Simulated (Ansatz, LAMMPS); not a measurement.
# Static equation of state of amorphous Ge (61 atoms)

Density of this cell: 4.94 g/cm³. The cell holds 61 atoms: 61 Ge. Its edges and angles: a = 10.149 Å, b = 12.451 Å, c = 11.788 Å, α = 89.4°, β = 88.1°, γ = 90.0°. The starting structure: 61 atoms (61 Ge) placed at random at 5.23 g/cm³, melted at 3500 K for 10 ps at fixed volume with the Tersoff potential (Tersoff, Phys. Rev. B 39, 5566 (1989)). Quenched from 3500 K to 300 K at 6 K/ps and fixed volume, annealed at 1300 K for 20 ps, held 5 ps.

Calculated with Ansatz 0.2.0: Kohn-Sham DFT, PBE, PAW (set soft_1), plane waves; PAW set soft_1; cutoff 420 eV, Γ point, gaussian smearing of 0.05 eV. Cell and atoms were relaxed first, to V0 = 24.406 Å³ an atom at a residual P0 = -0.010 GPa. The cell was then scaled evenly, and the atoms were relaxed at each volume.

| volume (Å³/atom) | pressure (GPa) |
| --- | --- |
| 21.965 | 5.831 |
| 22.942 | ? |
| 23.674 | 1.582 |
| 25.138 | -1.378 |
| 25.870 | -2.506 |

**Question.** Fit the third-order Birch–Murnaghan equation to the rows given and interpolate to the withheld row.

**Working.**

Take the Eulerian strain f = ½[(V0/V)^(2/3) − 1] and the normalised pressure F = (P − P0) / [3f(1 + 2f)^(5/2)]. The third-order Birch–Murnaghan equation is then the line F = B0 + (3/2)B0(B′ − 4) f, so u = f and v = F.

| u = f | v = F (GPa) |
| --- | --- |
| 0.0363831 | 44.8925 |
| 0.0102569 | 49.1631 |
| -0.00975675 | 49.1146 |
| -0.0190505 | 48.1363 |

With n = 4: mean u = 0.00445817, mean v = 47.8266, Σ(u − ū)² = 0.0018075, Σ(u − ū)(v − v̄) = -0.11151. Slope b = -0.11151 / 0.0018075 = -61.691; intercept a = v̄ − b ū = 48.102.

So B0 = a = 48.1 GPa and B′ = 4 + 2b/(3a) = 3.14. At the withheld volume f = 0.02106, F = a + b f = 46.80 GPa, and P = P0 + 3f(1 + 2f)^(5/2) F.

Prediction at 22.942: 3.268 GPa. The run gave 3.374 GPa, so the fit is low by 0.11 GPa (3.1 % of the value).

The series isn't one smooth equation of state: even a line fitted to all rows, the withheld one included, misses F by up to 3.5 %, the count of bonds changes along the series and an atom moves over 0.5 Å in some relaxation. B0 and B′ are then only the numbers of this fit, not moduli of the material. Among the rows given, the largest miss of the fit is at 21.965, by 0.13 GPa (1.5 % of the range of the table).

Limits: Static cells at zero temperature; the cell shape is held. The program notes that the SCF threshold of these relaxations is loose for the stress. The quench rate of 6 K/ps is many orders above laboratory rates, so the cell is likely richer in defects and strain than a real sample. The network of bonds at the start is that of the classical potential that made the cell, and needn't be the one that DFT or experiment would give. Only the Γ point is sampled, in a cell whose shortest periodic width is 10 Å.

[Hosts, paths, dates, database ids (printed as entryN), source tags and the programs' standing remarks are cut or masked in the printed files.]
